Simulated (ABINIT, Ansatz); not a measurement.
**Te2Mo (P6_3/mmc): changed settings of a GW run in ABINIT**

What do changed inputs do to GW on Te2Mo (P6_3/mmc)?

Main program and level: ABINIT 10.8.3; PBE and many-body steps on it, plane waves.

**1. Set-up**

It takes space group P6_3/mmc (No. 194, hexagonal). The conventional cell has a = 3.518 Å, b = 3.518 Å, c = 13.974 Å, α = 90.00°, β = 90.00°, γ = 120.00°. Nearest to Te lie 3 Mo at 2.72 Å. Mo has 6 Te at 2.72 Å nearest. Farther neighbours and most contacts between anions are not listed.

The cell and positions come from the Crystallography Open Database and are kept as given unless a step says otherwise. Spin-orbit coupling is left out unless a step names it.

**2. Screening, 3×3×1 mesh, 342 bands, screening to 141.5 eV**

This step: ABINIT 10.8.3; RPA screening on PBE, plane waves, norm-conserving pseudopotentials.

The RPA dielectric matrix is built and inverted for each q.

run.abi reads:

```
acell 3*1.0 Angstrom
rprim 
  3.518200000003 -0.000000000001 0.000000000000
  -1.759100000001 3.046850575598 0.000000000000
  0.000000000000 0.000000000000 13.973600000000
ntypat 2
znucl 52 42
natom 6
typat 1 1 1 1 2 2
xred 
  0.333333333333 0.666666666667 0.621000000000
  0.666666666667 0.333333333333 0.121000000000
  0.333333333333 0.666666666667 0.879000000000
  0.666666666667 0.333333333333 0.379000000000
  0.333333333333 0.666666666667 0.250000000000
  0.666666666667 0.333333333333 0.750000000000
pp_dirpath "pseudos"
pseudos "Te.upf, Mo.upf"
ecut 39
ngkpt 3 3 1
nshiftk 1
shiftk 0 0 0
kptopt 1
chksymbreak 0
istwfk *1
occopt 1
irdwfk 1
optdriver 3
nband 342
ecuteps 5.2
inclvkb 2
awtr 1
symchi 1
indata_prefix "in"
outdata_prefix "out"
tmpdata_prefix "tmp"
```

Started as:

```
> OMP_NUM_THREADS=1 mpirun -n 8 abinit run.abi > log
```

Output:

```text
.Version 10.8.3 of ABINIT. v10.8.2 released Aug 2026.

 Symmetries : space group P6_3/m m c (#194); Bravais hP (primitive hexag.)
[... echo of the input left out ...]
== DATASET  1 ==================================================================
-   mpi_nproc: 8, omp_nthreads: 1 (-1 if OMP is not activated)

--- !DatasetInfo
iteration_state: {dtset: 1, }
dimensions: {natom: 6, nkpt: 3, mband: 342, nsppol: 1, nspinor: 1, nspden: 1, mpw: 11799, }
cutoff_energies: {ecut:  39.0, pawecutdg:  -1.0, }
electrons: {nelect:   1.24000000E+02, charge:   0.00000000E+00, occopt:   1.00000000E+00, tsmear:   1.00000000E-02, }

 SCREENING: Calculation of the susceptibility and dielectric matrices

 Based on a program developped by R.W. Godby, V. Olevano, G. Onida, and L. Reining.
 Incorporated in ABINIT by V. Olevano, G.-M. Rignanese, and M. Torrent.
.Using double precision arithmetic ; gwpc =  8

[... cell and pseudopotentials left out ...]
--------------------------------------------------------------------------------

 ==== K-mesh for the wavefunctions ====
 Number of points in the irreducible wedge :     3
[... list of points left out ...]
 Together with 24 symmetry operations and time-reversal symmetry
 yields     9 points in the full Brillouin Zone.

 ==== Q-mesh for the screening function ====
 Number of points in the irreducible wedge :     3
[... list of points left out ...]
 Together with 24 symmetry operations and time-reversal symmetry
 yields     9 points in the full Brillouin Zone.

 setmesh: FFT mesh size selected  =    24x   24x  108
          total number of points  =        62208

 vcoul_init : cutoff-mode = AUXILIARY_FUNCTION
 q-points for optical limit:   1
     1)      0.000010    0.000020    0.000030

- screening: taking advantage of time-reversal symmetry
- Maximum band index for partially occupied states nbvw = 62
- Remaining bands to be divided among processors   nbcw = 280
- Number of bands treated by each node ~35

 Number of electrons calculated from density =  124.0000; Expected =  124.0000
 average of density, n =  0.122672
 r_s =    1.2485
 omega_plasma =   33.7853 [eV]

 calculating chi0 at frequencies [eV] :
  1    0.000000E+00    0.000000E+00
  2    0.000000E+00    3.378533E+01

--------------------------------------------------------------------------------
  q-point number  1        q = ( 0.000000, 0.000000, 0.000000) [r.l.u.]
--------------------------------------------------------------------------------
[... chi0 elements left out ...]
 For q-point:  0.000010 0.000020 0.000030
  dielectric constant =  20.4259
  dielectric constant without local fields =  23.1501

  Average fulfillment of the sum rule on Im[epsilon] for q-point    1 :     74.48  [%]
[... wings left out ...]
  q-point number  2        q = ( 0.333333, 0.000000, 0.000000) [r.l.u.]
--------------------------------------------------------------------------------
[... chi0 elements left out ...]
  Average fulfillment of the sum rule on Im[epsilon] for q-point    2 :     71.51  [%]

 [... 1 further q-points ...]
```

Elapsed: 2.7 min, on 8 MPI ranks of Intel Xeon Platinum 8488C (Sapphire Rapids), shared host; peak memory 4.6 GiB; 22 min of CPU time.

Numbers from this step:

```
ε∞ with local fields, on this mesh, along the program's q direction : 20.43
the same without local fields                                       : 23.15
plasma frequency                                                    : 33.79 eV
plane waves in the screening matrix                                 : 573
```

Local fields lower ε∞ by 12 %. On a Γ-centred mesh this coarse the value itself is usually too large, while a short band sum pulls it down.

**3. Base**

The self-energy is evaluated for the states that the input lists, and the levels follow from it, in one-shot runs by the linearised quasiparticle equation.

This step: G0W0 on PBE, plane waves, norm-conserving pseudopotentials.

Changes to run.abi since step 2:

```diff
@@ -27,8 +27,17 @@
 irdwfk 1
-optdriver 3
+optdriver 4
 nband 342
+gwcalctyp 0
+ecutsigx 39
+symsigma 1
+nkptgw 2
+kptgw 
+  0.0000000000 0.0000000000 0.0000000000
+  0.3333333333 0.3333333333 0.0000000000
+bdgw 
+  61 64
+  61 64
 ecuteps 5.2
-inclvkb 2
-awtr 1
-symchi 1
+irdscr 1
+ppmodel 1
 indata_prefix "in"
```

Output:

```text
.Version 10.8.3 of ABINIT. v10.8.2 released Aug 2026.

 Symmetries : space group P6_3/m m c (#194); Bravais hP (primitive hexag.)
[... echo of the input left out ...]
== DATASET  1 ==================================================================
-   mpi_nproc: 8, omp_nthreads: 1 (-1 if OMP is not activated)

--- !DatasetInfo
iteration_state: {dtset: 1, }
dimensions: {natom: 6, nkpt: 3, mband: 342, nsppol: 1, nspinor: 1, nspden: 1, mpw: 11799, }
cutoff_energies: {ecut:  39.0, pawecutdg:  -1.0, }
electrons: {nelect:   1.24000000E+02, charge:   0.00000000E+00, occopt:   1.00000000E+00, tsmear:   1.00000000E-02, }

 SIGMA: Calculation of the GW corrections

 Based on a program developped by R.W. Godby, V. Olevano, G. Onida, and L. Reining.
 Incorporated in ABINIT by V. Olevano, G.-M. Rignanese, and M. Torrent.
.Using double precision arithmetic ; gwpc =  8

[... cell and pseudopotentials left out ...]
--------------------------------------------------------------------------------

 ==== K-mesh for the wavefunctions ====
 Number of points in the irreducible wedge :     3
[... list of points left out ...]
 Together with 24 symmetry operations and time-reversal symmetry
 yields     9 points in the full Brillouin Zone.

 ==== Q-mesh for screening function ====
 Number of points in the irreducible wedge :     3
[... list of points left out ...]
 Together with 24 symmetry operations and time-reversal symmetry
 yields     9 points in the full Brillouin Zone.

 vcoul_init : cutoff-mode = AUXILIARY_FUNCTION
 q-points for optical limit:   1
     1)      0.000010    0.000020    0.000030
 setmesh: FFT mesh size selected  =    36x   36x  150
          total number of points  =       194400

 Number of electrons calculated from density =  124.0000; Expected =  124.0000
 average of density, n =  0.122672
 r_s =    1.2485
 omega_plasma =   33.7853 [eV]

 === KS Band Gaps ===
  >>>> For spin  1
   Minimum direct gap =   1.0383 [eV], located at k-point      :   0.3333  0.3333  0.0000
   Fundamental gap    =   0.9744 [eV], Top of valence bands at :   0.0000  0.0000  0.0000
                                       Bottom of conduction at :   0.3333  0.3333  0.0000
 SIGMA fundamental parameters:
 PLASMON POLE MODEL  1
 number of plane-waves for SigmaX                11799
 number of plane-waves for SigmaC and W            573
 number of plane-waves for wavefunctions         11799
 number of bands                                   342
 number of independent spin polarizations            1
 number of spinorial components                      1
 number of k-points in IBZ                           3
 number of q-points in IBZ                           3
 number of symmetry operations                      24
 number of k-points in BZ                            9
 number of q-points in BZ                            9
 number of frequencies for dSigma/dE                 9
 frequency step for dSigma/dE [eV]                0.25
 number of omega for Sigma on real axis              0
 max omega for Sigma on real axis  [eV]           0.00
 zcut for avoiding poles [eV]                     0.10

 EPSILON^-1 parameters (SCR file):
 dimension of the eps^-1 matrix on file            573
 dimension of the eps^-1 matrix used               573
 number of plane-waves for wavefunctions         11799
 number of bands                                   342
 number of q-points in IBZ                           3
 number of frequencies                               2
 number of real frequencies                          1
 number of imag frequencies                          1

 matrix elements of self-energy operator (all in [eV])

 Perturbative Calculation

--- !SelfEnergy_ee
iteration_state: {dtset: 1, }
kpoint     : [   0.000,    0.000,    0.000, ]
spin       : 1
KS_gap     :    2.904
QP_gap     :    3.125
Delta_QP_KS:    0.221
data: !SigmaeeData |
     Band     E0 <VxcDFT>   SigX SigC(E0)      Z dSigC/dE  Sig(E)    E-E0       E
       61   9.602 -13.464 -15.349   1.352   0.802  -0.247 -13.892  -0.427   9.175
       62   9.928 -16.262 -16.780   0.552   0.779  -0.284 -16.235   0.026   9.955
       63  12.832 -15.025 -10.693  -4.021   0.794  -0.260 -14.778   0.247  13.080
       64  12.832 -15.025 -10.693  -4.021   0.794  -0.260 -14.778   0.247  13.080

--- !SelfEnergy_ee
iteration_state: {dtset: 1, }
kpoint     : [   0.333,    0.333,    0.000, ]
spin       : 1
KS_gap     :    1.038
QP_gap     :    1.455
Delta_QP_KS:    0.417
data: !SigmaeeData |
     Band     E0 <VxcDFT>   SigX SigC(E0)      Z dSigC/dE  Sig(E)    E-E0       E
       61   9.625 -15.512 -16.602   1.096   0.775  -0.290 -15.507   0.005   9.630
       62   9.864 -16.259 -17.224   1.050   0.774  -0.293 -16.193   0.066   9.930
       63  10.903 -17.026 -12.263  -4.136   0.769  -0.300 -16.544   0.483  11.385
       64  10.903 -17.026 -12.263  -4.136   0.769  -0.300 -16.544   0.483  11.385

== END DATASET(S) ==============================================================
================================================================================

 -outvars: echo values of variables after computation  --------
           etotal      0.0000000000E+00
            nband         342
             nkpt           3
          spgroup         194
 [... the other variables as echoed above ...]

 Calculation completed.
```

Wall time 22 s (8 MPI ranks); peak memory 2.7 GiB; 3 min of CPU time.

This step gave:

```yaml
g0w0_gap_on_the_points_computed: 1.430 eV
starting_gap_on_the_mesh: 0.9744 eV
k_of_the_valence_top: 0, 0, 0
k_of_the_conduction_bottom: 0.3333, 0.3333, 0
z_at_the_valence_top: 0.779
z_at_the_conduction_bottom: 0.769
least_direct_g0w0_gap_on_the_computed_points: 1.455 eV
```

The gap on the mesh goes from 0.97 eV to 1.43 eV, a correction of +0.46 eV.

**4. Exchange cutoff of one hartree**

Changes to run.abi since step 3:

```diff
@@ -30,3 +30,3 @@
 gwcalctyp 0
-ecutsigx 39
+ecutsigx 1
 symsigma 1
```

Output:

```text
.Version 10.8.3 of ABINIT. v10.8.2 released Aug 2026.

 Symmetries : space group P6_3/m m c (#194); Bravais hP (primitive hexag.)
[... echo of the input left out ...]
== DATASET  1 ==================================================================
-   mpi_nproc: 8, omp_nthreads: 1 (-1 if OMP is not activated)

--- !DatasetInfo
iteration_state: {dtset: 1, }
dimensions: {natom: 6, nkpt: 3, mband: 342, nsppol: 1, nspinor: 1, nspden: 1, mpw: 11799, }
cutoff_energies: {ecut:  39.0, pawecutdg:  -1.0, }
electrons: {nelect:   1.24000000E+02, charge:   0.00000000E+00, occopt:   1.00000000E+00, tsmear:   1.00000000E-02, }

 SIGMA: Calculation of the GW corrections

 Based on a program developped by R.W. Godby, V. Olevano, G. Onida, and L. Reining.
 Incorporated in ABINIT by V. Olevano, G.-M. Rignanese, and M. Torrent.
.Using double precision arithmetic ; gwpc =  8

[... cell and pseudopotentials left out ...]
--------------------------------------------------------------------------------

 ==== K-mesh for the wavefunctions ====
 Number of points in the irreducible wedge :     3
[... list of points left out ...]
 Together with 24 symmetry operations and time-reversal symmetry
 yields     9 points in the full Brillouin Zone.

 ==== Q-mesh for screening function ====
 Number of points in the irreducible wedge :     3
[... list of points left out ...]
 Together with 24 symmetry operations and time-reversal symmetry
 yields     9 points in the full Brillouin Zone.

 vcoul_init : cutoff-mode = AUXILIARY_FUNCTION
 q-points for optical limit:   1
     1)      0.000010    0.000020    0.000030
 setmesh: FFT mesh size selected  =    20x   20x   90
          total number of points  =        36000

 Number of electrons calculated from density =  124.0000; Expected =  124.0000
[...]
number of omega for Sigma on real axis              0
 max omega for Sigma on real axis  [eV]           0.00
 zcut for avoiding poles [eV]                     0.10

 EPSILON^-1 parameters (SCR file):
 dimension of the eps^-1 matrix on file            573
 dimension of the eps^-1 matrix used                53
 number of plane-waves for wavefunctions         11799
 number of bands                                   342
 number of q-points in IBZ                           3
 number of frequencies                               2
 number of real frequencies                          1
 number of imag frequencies                          1

 matrix elements of self-energy operator (all in [eV])

 Perturbative Calculation

--- !SelfEnergy_ee
iteration_state: {dtset: 1, }
kpoint     : [   0.000,    0.000,    0.000, ]
spin       : 1
KS_gap     :    2.904
QP_gap     :    2.340
Delta_QP_KS:   -0.564
data: !SigmaeeData |
     Band     E0 <VxcDFT>   SigX SigC(E0)      Z dSigC/dE  Sig(E)    E-E0       E
       61   9.602 -13.464 -11.694   1.832   0.815  -0.227 -10.529   2.936  12.538
       62   9.928 -16.262 -11.147   1.056   0.796  -0.256 -11.348   4.914  14.842
       63  12.832 -15.025  -6.201  -3.452   0.810  -0.235 -10.676   4.349  17.182
[...]
--- !SelfEnergy_ee
iteration_state: {dtset: 1, }
kpoint     : [   0.333,    0.333,    0.000, ]
spin       : 1
KS_gap     :    1.038
QP_gap     :    1.875
Delta_QP_KS:    0.837
data: !SigmaeeData |
     Band     E0 <VxcDFT>   SigX SigC(E0)      Z dSigC/dE  Sig(E)    E-E0       E
[...]
63  10.903 -17.026  -6.209  -3.700   0.790  -0.265 -11.401   5.625  16.528
       64  10.903 -17.026  -6.209  -3.700   0.790  -0.265 -11.401   5.625  16.528

== END DATASET(S) ==============================================================
================================================================================

 -outvars: echo values of variables after computation  --------
           etotal      0.0000000000E+00
            nband         342
             nkpt           3
          spgroup         194
 [... the other variables as echoed above ...]

 Calculation completed.
```

Elapsed: 6.4 s, on 8 MPI ranks; peak memory 1.7 GiB; 49 s of CPU time.

The run ended normally, though the input holds a fault or crude settings.

The fault put into this input: exchange cutoff of one hartree. It printed a gap of 1.69 eV, an artefact of the input.

**5. The runs together**

Times are wall times on 8 MPI ranks of Intel Xeon Platinum 8488C (Sapphire Rapids), shared host, good to a factor of about two. A run's time includes the screening step that it read.

```
 run   mesh  bands  screening cutoff (eV)  DFT gap (eV)  gap on the mesh (eV)  direct (eV)  ε∞ used     time
base  3×3×1    342                  141.5         0.974                 1.430        1.455    20.43  3.1 min
```

**6. What came out**

```
base         : 1.430 eV
known limits : not at the basis limit; no spin-orbit coupling; coarse k mesh
```

In words: Bands and cutoff are finite, so the gap is not at the basis limit. The miss can reach some tenths of an eV and take either sign; the mesh is an error of its own. In the G0W0 run levels were corrected at 2 k points alone, so a gap called «on the mesh» is the least over those, and an edge elsewhere would be missed. A denser mesh or path gives a starting gap of 0.83 eV: the GW mesh misses a band edge, so its gaps are not the fundamental one. The 3×3×1 mesh is coarse for this cell, which bears on the long-range parts of exchange and screening. The many-body steps are scalar-relativistic: spin-orbit coupling is not in them.

[Paths, hosts, dates, memory and timing lines, banners, echoed tables and standing remarks are left out of the program output.]

[Logs are printed without paths, hosts, clocks, repeated set-up lines and the standing remarks that a program may print on its own settings, such as how far it seeks lower states.]

[Runs of the session that timed out or met a known fault of the program may be left out.]

[Hosts, paths, dates, database ids (printed as entryN), source tags and the programs' standing remarks are cut or masked in the printed files.]

[G0W0 gaps are taken among the corrected bands and points alone; a level outside them can change the order at an edge.]

[Where Ansatz stands beside ABINIT at settings called matched, ABINIT's density can come from a denser mesh and the files from another edition; pairs whose starting gaps differed by over 0.03 eV were left out, so agreement reads better than it is.]
